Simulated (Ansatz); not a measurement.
Rows from a G0W0 calculation on LiNbO3 (R3c) (Ansatz 0.2.0; G0W0 on PBE, plane waves, PAW; 4×4×4 mesh, 278 empty bands, screening to 110 eV, hard PAW files), in eV. Spin-orbit coupling is left out.

```csv
row,k,band,start,Σx,Σc at the solution,Vxc
A,"(0.000, 0.250, -0.500)",v1,7.133,-25.811,4.718,-20.640
B,"(0.000, 0.250, -0.500)",v2,6.940,-25.696,4.618,-20.620
C,"(0.000, 0.250, -0.500)",c1,10.856,-13.704,-4.859,-19.645
D,Γ,c1,10.859,-13.770,-4.809,-19.663
E,Γ,v1,7.242,-25.782,4.678,-20.674
F,"(0.000, 0.250, -0.500)",c2,11.336,-14.058,-4.826,-19.986
```

Q: Give the quasiparticle energies and the shift of each level.

The quasiparticle equation reads E = start + Σx + Σc(E) − Vxc.

```csv
row,E (eV),shift (eV)
A,6.679,−0.453
B,6.481,−0.459
C,11.937,+1.081
D,11.942,+1.083
E,6.811,−0.430
F,12.437,+1.102
```

Limits: not at the basis limit; no spin-orbit coupling.

[Paths, hosts, dates, memory and timing lines, banners, echoed tables and standing remarks are left out of the program output.]

[Logs are printed without paths, hosts, clocks, repeated set-up lines and the standing remarks that a program may print on its own settings, such as how far it seeks lower states.]

[Runs of the session that timed out or met a known fault of the program may be left out.]

[Cells called generated may have been cut or substituted from an entry of the Crystallography Open Database or the Materials Project.]

[Hosts, paths, dates, database ids (printed as entryN), source tags and the programs' standing remarks are cut or masked in the printed files.]
